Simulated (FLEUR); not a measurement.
**FeNiPt2: energy against a fixed spin moment**

Aim: the energy of FeNiPt2 as a function of its total spin moment.

Program: FLEUR MaX-R8.1. Level of theory: LDA (VWN); all-electron FLAPW, Dirac cores, scalar-relativistic bands. Results are calculated unless marked as measured.

### 1. The structure

Symmetry: P4/mmm, No. 123, tetragonal system. Conventional cell: a = 3.858 Å, b = 3.858 Å, c = 3.640 Å, α = 90.00°, β = 90.00°, γ = 90.00°. Fe has 8 Pt at 2.65 Å and 4 Ni at 2.73 Å nearest. Ni has 8 Pt at 2.65 Å and 4 Fe at 2.73 Å nearest. Nearest to Pt lie 4 Fe at 2.65 Å and 4 Ni at 2.65 Å and 4 Pt at 2.73 Å. Farther neighbours are not listed.

The cell comes from a database of computed structures and need not be the stable phase.

### 2. Unconstrained state

The free run tells which range of moments is worth scanning.

inpgen writes inp.xml from crystal.txt; cutoffs, mixing, functional, smearing and local orbitals are then set in the file. The k list default-1 (kpts.xml, not shown) is a Γ-centred 8×8×8 mesh; where the ranks do not divide the number of points, some are split in two of half the weight.

File inp.xml:

```
<?xml version="1.0" encoding="UTF-8" standalone="no"?>
<fleurInput fleurInputVersion="0.39">
   <comment>
      FeNiPt2
   </comment>
   <calculationSetup>
      <cutoffs Kmax="3.6" Gmax="10.8" GmaxXC="10.8" numbands="0"/>
      <scfLoop itmax="90" minDistance="0.00002" maxIterBroyd="15" imix="Anderson" alpha="0.05" precondParam="0.0" spinf="2.0" sdNocoIR="T"/>
      <coreElectrons ctail="T" frcor="F" kcrel="0" coretail_lmax="0"/>
      <xcFunctional name="vwn" relativisticCorrections="F"/>
      <magnetism jspins="2"/>
      <soc l_soc="F" theta="0.0" phi="0.0" spav="F"/>
      <expertModes spex="0" secvar="F"/>
      <geometryOptimization l_f="F" forcealpha="1.0" forcemix="BFGS" epsdisp="0.00001" epsforce="0.00001"/>
      <ldaU l_linMix="F" mixParam="0.05" spinf="1.0"/>
   </calculationSetup>
   <cell>
      <bzIntegration valenceElectrons="66.0" mode="hist" fermiSmearingEnergy="0.00293995">
         <kPointListSelection listName="default-1"/>
         <xi:include xmlns:xi="http://www.w3.org/2001/XInclude" href="kpts.xml"> </xi:include>
      </bzIntegration>
      <xi:include xmlns:xi="http://www.w3.org/2001/XInclude" href="sym.xml"> </xi:include>
      <bulkLattice scale="1.0">
         <bravaisMatrix>
            <row-1>    7.2903997384244095     0.0000000000000000     0.0000000000000000</row-1>
            <row-2>    0.0000000000000000     7.2903997384244095     0.0000000000000000</row-2>
            <row-3>    0.0000000000000000     0.0000000000000000     6.8778984902611811</row-3>
         </bravaisMatrix>
      </bulkLattice>
   </cell>
   <atomSpecies>
      <species name="Iron (Fe) 2.800" element="Fe" atomicNumber="26">
         <mtSphere radius="2.44" gridPoints="807" logIncrement="0.015"/>
         <atomicCutoffs lmax="10" lnonsphr="8"/>
         <electronConfig flipSpins="F">
            <coreConfig>(1s1/2) (2s1/2) (2p1/2) (2p3/2)</coreConfig>
            <valenceConfig>(3s1/2) (3p1/2) (3p3/2) (4s1/2) (3d3/2) (3d5/2)</valenceConfig>
            <stateOccupation state="(3d3/2)" spinUp="1.4" spinDown="1.0"/>
            <stateOccupation state="(3d5/2)" spinUp="3.0" spinDown="0.6"/>
         </electronConfig>
         <energyParameters s="4" p="4" d="3" f="4"/>
         <lo type="SCLO" l="0" n="3" eDeriv="0"/>
         <lo type="SCLO" l="1" n="3" eDeriv="0"/>
      </species>
      <species name="Nickel (Ni1.001" element="Ni" atomicNumber="28">
         <mtSphere radius="2.44" gridPoints="807" logIncrement="0.015"/>
         <atomicCutoffs lmax="10" lnonsphr="8"/>
         <electronConfig flipSpins="F">
            <coreConfig>(1s1/2) (2s1/2) (2p1/2) (2p3/2)</coreConfig>
            <valenceConfig>(3s1/2) (3p1/2) (3p3/2) (4s1/2) (3d3/2) (3d5/2)</valenceConfig>
            <stateOccupation state="(3d3/2)" spinUp="1.6" spinDown="1.6"/>
            <stateOccupation state="(3d5/2)" spinUp="2.9005" spinDown="1.8995"/>
         </electronConfig>
         <energyParameters s="4" p="4" d="3" f="4"/>
         <lo type="SCLO" l="0" n="3" eDeriv="0"/>
         <lo type="SCLO" l="1" n="3" eDeriv="0"/>
      </species>
      <species name="Platinum (Pt)" element="Pt" atomicNumber="78">
         <mtSphere radius="2.44" gridPoints="807" logIncrement="0.017"/>
         <atomicCutoffs lmax="10" lnonsphr="8"/>
         <electronConfig flipSpins="F">
            <coreConfig>(1s1/2) (2s1/2) (2p1/2) (2p3/2) (3s1/2) (3p1/2) (3p3/2) (4s1/2) (3d3/2) (3d5/2) (4p1/2) (4p3/2) (5s1/2) (4d3/2) (4d5/2) (4f5/2) (4f7/2)</coreConfig>
            <valenceConfig>(5p1/2) (5p3/2) (6s1/2) (5d3/2) (5d5/2)</valenceConfig>
            <stateOccupation state="(6s1/2)" spinUp="0.500000" spinDown="0.500000"/>
            <stateOccupation state="(5d3/2)" spinUp="1.800000" spinDown="1.800000"/>
            <stateOccupation state="(5d5/2)" spinUp="2.700000" spinDown="2.700000"/>
         </electronConfig>
         <energyParameters s="6" p="6" d="5" f="5"/>
         <lo type="SCLO" l="1" n="5" eDeriv="0"/>
      </species>
   </atomSpecies>
   <atomGroups>
      <atomGroup species="Iron (Fe) 2.800">
         <relPos label="                   1">.0000000000 .0000000000 .0000000000</relPos>
         <force calculate="T" relaxXYZ="TTT"/>
      </atomGroup>
      <atomGroup species="Nickel (Ni1.001">
         <relPos label="                   2">1.000/2.000 1.000/2.000 .0000000000</relPos>
         <force calculate="T" relaxXYZ="TTT"/>
      </atomGroup>
      <atomGroup species="Platinum (Pt)">
         <relPos label="                   3">1.000/2.000 .0000000000 1.000/2.000</relPos>
         <relPos label="                   4">.0000000000 1.000/2.000 1.000/2.000</relPos>
         <force calculate="T" relaxXYZ="TTT"/>
      </atomGroup>
   </atomGroups>
   <output dos="F" band="F" slice="F">
      <bandDOS minEnergy="-.5*Htr" maxEnergy="0.5*Htr" sigma="0.015" storeEVData="T"/>
      <plotting iplot="0" polar="F">
         <plot TwoD="T" vec1="  1.0  0.0  0.0" vec2="  0.0  1.0  0.0" vec3="  0.0  0.0  1.0" zero="  0.0  0.0  0.0" file="plot"/>
      </plotting>
      <moessbauerParams electricFieldGradient="F" isomerShift="F" coreHyperfine="F" valenceHyperfine="F"/>
   </output>
</fleurInput>
```

File crystal.txt:

```
FeNiPt2
&input film=F cartesian=F /
3.85791340000  0.00000000000  0.00000000000
0.00000000000  3.85791340000  0.00000000000
0.00000000000  0.00000000000  3.63962714000
1.8897261246
1.0 1.0 1.0

4
26 0.00000000000  0.00000000000  0.00000000000 : 2.800
28 0.50000000000  0.50000000000  0.00000000000 : 1.001
78 0.50000000000  0.00000000000  0.50000000000
78 0.00000000000  0.50000000000  0.50000000000

&kpt div1=8 div2=8 div3=8 gamma=T /
```

The run is started by

```console
$ OMP_NUM_THREADS=1 inpgen -f crystal.txt > inpgen.log  # inp.xml is then edited as shown
$ OMP_NUM_THREADS=1 mpirun -n 4 fleur_MPI > fleur.log
```

What it wrote:

```text
Welcome to FLEUR        (www.flapw.de)
      MaX-Release 8.1          (www.max-centre.eu)

 ========== k-point set info ==========
 Selected k-point list: default-1
 k-point list type: mesh
 0 x 0 x 0
 Number of k points: 76

 ------------Calculation Setup---------------------------
 Number of MPI-tasks      :            4
 Number of PE/node        :            4
 Number of OMP-threads    :            1
 k-points in parallel     :            4
 pe's per k-point         :            1
 No of k-point loops      :           19
 Eigenvalue solver        :       lapack
 Number of basis functions:          324
 Approximate size of matrices (H+S) per k-point:         0.002 GB
 --------------------------------------------------------
 Iteration:     1   Distance:      41.85386084 me/bohr^3
 Iteration:     2   Distance:      22.65429682 me/bohr^3
 Iteration:     3   Distance:      14.27261007 me/bohr^3
 Iteration:     4   Distance:      12.02233436 me/bohr^3
 Iteration:     5   Distance:      11.50276109 me/bohr^3
 Iteration:     6   Distance:       8.79216002 me/bohr^3
 Iteration:     7   Distance:       7.52403521 me/bohr^3
 Iteration:     8   Distance:       5.09111397 me/bohr^3
 Iteration:     9   Distance:       2.49695010 me/bohr^3
 Iteration:    10   Distance:       1.21290367 me/bohr^3
 Iteration:    11   Distance:       0.78623654 me/bohr^3
 Iteration:    12   Distance:       0.79474960 me/bohr^3
 Iteration:    13   Distance:       0.26721814 me/bohr^3
 Iteration:    14   Distance:       0.13243333 me/bohr^3
 Iteration:    15   Distance:       0.08731406 me/bohr^3
 Iteration:    16   Distance:       0.04258951 me/bohr^3
 Iteration:    17   Distance:       0.05121766 me/bohr^3
 Iteration:    18   Distance:       0.04952571 me/bohr^3
 Iteration:    19   Distance:       0.02148443 me/bohr^3
 Iteration:    20   Distance:       0.00765194 me/bohr^3
 Iteration:    21   Distance:       0.00729594 me/bohr^3
 Iteration:    22   Distance:       0.00332358 me/bohr^3
 Iteration:    23   Distance:       0.00143926 me/bohr^3
 Iteration:    24   Distance:       0.00114712 me/bohr^3
 Iteration:    25   Distance:       0.00038558 me/bohr^3
 Iteration:    26   Distance:       0.00016760 me/bohr^3
 Iteration:    27   Distance:       0.00005644 me/bohr^3
 Iteration:    28   Distance:       0.00000710 me/bohr^3

 ********************************************************************
 Run finished successfully
 Stop message:
   all done
 ********************************************************************

--- out.xml (last complete iteration) ---
<iteration numberForCurrentRun="   28" overallNumber="   28">
         [... left out ...]
         <bandgap value="0.0001250028" units="eV"/>
         <sumValenceSingleParticleEnergies value="-40.0777420966" units="Htr"/>
         <FermiEnergy value="0.4127728002" units="Htr"/>
         <valenceDensity>
            <mtCharges spin="1">
               <mtCharge atomType="1" total="9.1040997" s="1.2230891" p="3.2379149" d="4.6084213" f="0.0257067"/>
               <mtCharge atomType="2" total="9.0988626" s="1.2370615" p="3.2411800" d="4.5879897" f="0.0238988"/>
               <mtCharge atomType="3" total="7.3757175" s="0.2498906" p="3.1644454" d="3.9314895" f="0.0232596"/>
            </mtCharges>
            <mtCharges spin="2">
               <mtCharge atomType="1" total="6.0016029" s="1.2071429" p="3.2202808" d="1.5409279" f="0.0247569"/>
               <mtCharge atomType="2" total="8.3675323" s="1.2421117" p="3.2641919" d="3.8314679" f="0.0219424"/>
               <mtCharge atomType="3" total="6.9940159" s="0.2576027" p="3.1820609" d="3.5275043" f="0.0211833"/>
            </mtCharges>
            <spinDependentCharge spin="1" total="35.2754482" interstitial="2.3210508" mtSpheres="32.9543974"/>
            <spinDependentCharge spin="2" total="30.7245518" interstitial="2.3673849" mtSpheres="28.3571670"/>
            <totalCharge value="66.0000000000"/>
         </valenceDensity>
         [... left out ...]
         <allElectronCharges>
            <spinDependentCharge spin="1" total="107.2754481" interstitial="2.3224151" mtSpheres="104.9530330"/>
            <spinDependentCharge spin="2" total="102.7245518" interstitial="2.3687491" mtSpheres="100.3558027"/>
            <totalCharge value="209.9999999688"/>
         </allElectronCharges>
         <magneticMomentsInMTSpheres units="muBohr">
            <globalMagMoment atomType="1" vec="0.00000   0.00000   3.10250"/>
            <localMagMoment atomType="1" vec="0.00000   0.00000   3.10250"/>
            <globalMagMoment atomType="2" vec="0.00000   0.00000   0.73133"/>
            <localMagMoment atomType="2" vec="0.00000   0.00000   0.73133"/>
            <globalMagMoment atomType="3" vec="0.00000   0.00000   0.38170"/>
            <localMagMoment atomType="3" vec="0.00000   0.00000   0.38170"/>
         </magneticMomentsInMTSpheres>
         <moessbauerParams unitsHFF="kG" unitsIS="e/bohr^3" unitsEFG="Htr/bohr^2">
         </moessbauerParams>
         <totalEnergy value="   -39661.9854758859" units="Htr">
            <sumOfEigenvalues value="   -24244.7242300460">
               <coreElectrons value="-24204.6464879495"/>
               <valenceElectrons value="-40.0777420966"/>
            </sumOfEigenvalues>
            <densityCoulombPotentialIntegral value="-68186.3137420623"/>
            <densityEffectivePotentialIntegral value="-69259.5595578279"/>
            <chargeDenXCDenIntegral value="-808.7810781587"/>
            <FockExchangeEnergyValence value="0.0000000000"/>
            <FockExchangeEnergyCore value="0.0000000000"/>
            <atomTypeDependentContributions atomType="1">
               <electronNucleiInteractionDifferentMTs value="1519.3818633458"/>
               <MadelungTerm value="-10.1827210214"/>
            </atomTypeDependentContributions>
            <atomTypeDependentContributions atomType="2">
               <electronNucleiInteractionDifferentMTs value="1825.3135051210"/>
               <MadelungTerm value="-9.3167079462"/>
            </atomTypeDependentContributions>
            <atomTypeDependentContributions atomType="3">
               <electronNucleiInteractionDifferentMTs value="46328.2792429553"/>
               <MadelungTerm value="-82.4088140882"/>
            </atomTypeDependentContributions>
            <tkbTimesEntropy value="0.0031200202"/>
            <freeEnergy value="-39661.9885959061"/>
            <extrapolationTo0K value="-39661.9870358960"/>
         </totalEnergy>
         <densityConvergence units="me/bohr^3">
            <chargeDensity spin="1" distance="0.0000029404"/>
            <chargeDensity spin="2" distance="0.0000051852"/>
            <overallChargeDensity distance="0.0000071034"/>
            <spinDensity distance="0.0000045394"/>
         </densityConvergence>
      </iteration>
```

Elapsed: 80 s, on 4 MPI ranks of Intel Xeon Platinum 8375C at 2.90GHz (Ice Lake), shared host; peak memory 0.33 GiB; 5.3 min of CPU time.

Spin moment in the muffin-tin sphere by atom:

| atom | spin moment in the muffin-tin sphere (μB) |
| --- | --- |
| Fe1 | 3.10 |
| Ni2 | 0.73 |
| Pt3 | 0.38 |
| Pt4 | 0.38 |

Numbers from this step:

| Quantity | Value |
| --- | --- |
| free energy | -1079257.6910 eV |
| program's band gap on this mesh (in a metal only a level spacing) | 1.25e-4 eV |
| magnetization | 4.551 μB |
| final state | ferromagnetic |

After 28 cycles the largest moment stands at 3.10 μB.

### 3. No spin polarisation

Changes to inp.xml since step 2:

```diff
@@ -10,3 +10,3 @@
       <xcFunctional name="vwn" relativisticCorrections="F"/>
-      <magnetism jspins="2"/>
+      <magnetism jspins="1"/>
       <soc l_soc="F" theta="0.0" phi="0.0" spav="F"/>
@@ -31,3 +31,3 @@
    <atomSpecies>
-      <species name="Iron (Fe) 2.800" element="Fe" atomicNumber="26">
+      <species name="Iron (Fe)" element="Fe" atomicNumber="26">
          <mtSphere radius="2.44" gridPoints="807" logIncrement="0.015"/>
@@ -37,4 +37,4 @@
             <valenceConfig>(3s1/2) (3p1/2) (3p3/2) (4s1/2) (3d3/2) (3d5/2)</valenceConfig>
-            <stateOccupation state="(3d3/2)" spinUp="1.4" spinDown="1.0"/>
-            <stateOccupation state="(3d5/2)" spinUp="3.0" spinDown="0.6"/>
+            <stateOccupation state="(3d3/2)" spinUp="1.200000" spinDown="1.200000"/>
+            <stateOccupation state="(3d5/2)" spinUp="1.800000" spinDown="1.800000"/>
          </electronConfig>
@@ -44,3 +44,3 @@
       </species>
-      <species name="Nickel (Ni1.001" element="Ni" atomicNumber="28">
+      <species name="Nickel (Ni)" element="Ni" atomicNumber="28">
          <mtSphere radius="2.44" gridPoints="807" logIncrement="0.015"/>
@@ -50,4 +50,4 @@
             <valenceConfig>(3s1/2) (3p1/2) (3p3/2) (4s1/2) (3d3/2) (3d5/2)</valenceConfig>
-            <stateOccupation state="(3d3/2)" spinUp="1.6" spinDown="1.6"/>
-            <stateOccupation state="(3d5/2)" spinUp="2.9005" spinDown="1.8995"/>
+            <stateOccupation state="(3d3/2)" spinUp="1.600000" spinDown="1.600000"/>
+            <stateOccupation state="(3d5/2)" spinUp="2.400000" spinDown="2.400000"/>
          </electronConfig>
@@ -72,3 +72,3 @@
    <atomGroups>
-      <atomGroup species="Iron (Fe) 2.800">
+      <atomGroup species="Iron (Fe)">
          <relPos label="                   1">.0000000000 .0000000000 .0000000000</relPos>
@@ -76,3 +76,3 @@
       </atomGroup>
-      <atomGroup species="Nickel (Ni1.001">
+      <atomGroup species="Nickel (Ni)">
          <relPos label="                   2">1.000/2.000 1.000/2.000 .0000000000</relPos>
```

Changes to crystal.txt since step 2:

```diff
@@ -9,4 +9,4 @@
 4
-26 0.00000000000  0.00000000000  0.00000000000 : 2.800
-28 0.50000000000  0.50000000000  0.00000000000 : 1.001
+26 0.00000000000  0.00000000000  0.00000000000
+28 0.50000000000  0.50000000000  0.00000000000
 78 0.50000000000  0.00000000000  0.50000000000
```

What it wrote:

```text
[banner, memory and clock lines left out]
Welcome to FLEUR        (www.flapw.de)
      MaX-Release 8.1          (www.max-centre.eu)

 ========== k-point set info ==========
 Selected k-point list: default-1
 k-point list type: mesh
 0 x 0 x 0
 Number of k points: 76

 [... set-up left out ...]
 Iteration:     1   Distance:      53.84118264 me/bohr^3
 Iteration:     2   Distance:      24.99685698 me/bohr^3
 Iteration:     3   Distance:      16.60299139 me/bohr^3
 Iteration:     4   Distance:      14.18024203 me/bohr^3
 Iteration:     5   Distance:      13.80780530 me/bohr^3
 Iteration:     6   Distance:      11.97033710 me/bohr^3
 Iteration:     7   Distance:      17.98801193 me/bohr^3
 Iteration:     8   Distance:       8.89837902 me/bohr^3
[... lines left out ...]
 Iteration:    21   Distance:       0.00105169 me/bohr^3
 Iteration:    22   Distance:       0.00024580 me/bohr^3
 Iteration:    23   Distance:       0.00010928 me/bohr^3
 Iteration:    24   Distance:       0.00011104 me/bohr^3
 Iteration:    25   Distance:       0.00004212 me/bohr^3
 Iteration:    26   Distance:       0.00000407 me/bohr^3

 ********************************************************************
 Run finished successfully
 Stop message:
   all done
 ********************************************************************

--- out.xml (last complete iteration) ---
<iteration numberForCurrentRun="   26" overallNumber="   26">
         [... left out ...]
         <bandgap value="0.0026346347" units="eV"/>
         <sumValenceSingleParticleEnergies value="-40.0393190652" units="Htr"/>
         <FermiEnergy value="0.4052171394" units="Htr"/>
         [... left out ...]
         <totalEnergy value="   -39661.9508242517" units="Htr">
            <sumOfEigenvalues value="   -24246.1900580545">
               <coreElectrons value="-24206.1507389893"/>
               <valenceElectrons value="-40.0393190652"/>
            </sumOfEigenvalues>
         [... left out ...]
            <freeEnergy value="-39661.9587288210"/>
            <extrapolationTo0K value="-39661.9547765363"/>
         </totalEnergy>
         <densityConvergence units="me/bohr^3">
            <chargeDensity spin="1" distance="0.0000040672"/>
         </densityConvergence>
      </iteration>
```

Wall time 31 s (4 MPI ranks); peak memory 0.25 GiB.

Read from the output:

```
free energy                                                       : -1079256.8782 eV
program's band gap on this mesh (in a metal only a level spacing) : 0.002635 eV
final state                                                       : non-magnetic (no spin polarisation)
```

Its energy lies +812.7 meV a cell from the free run's.

(Part 1 of 2 ends here.)

[Logs and program files are shortened in this print: banners, set-up blocks, solver, clock and traceback lines can be left out without a mark of their own.]

[Logs are printed without paths, hosts, clocks, repeated set-up lines and the standing remarks that a program may print on its own settings, such as how far it seeks lower states.]

[Hosts, paths, dates, database ids (printed as entryN), source tags and the programs' standing remarks are cut or masked in the printed files.]

[Where a cell is said to come from a database of computed structures, the database is the Materials Project.]
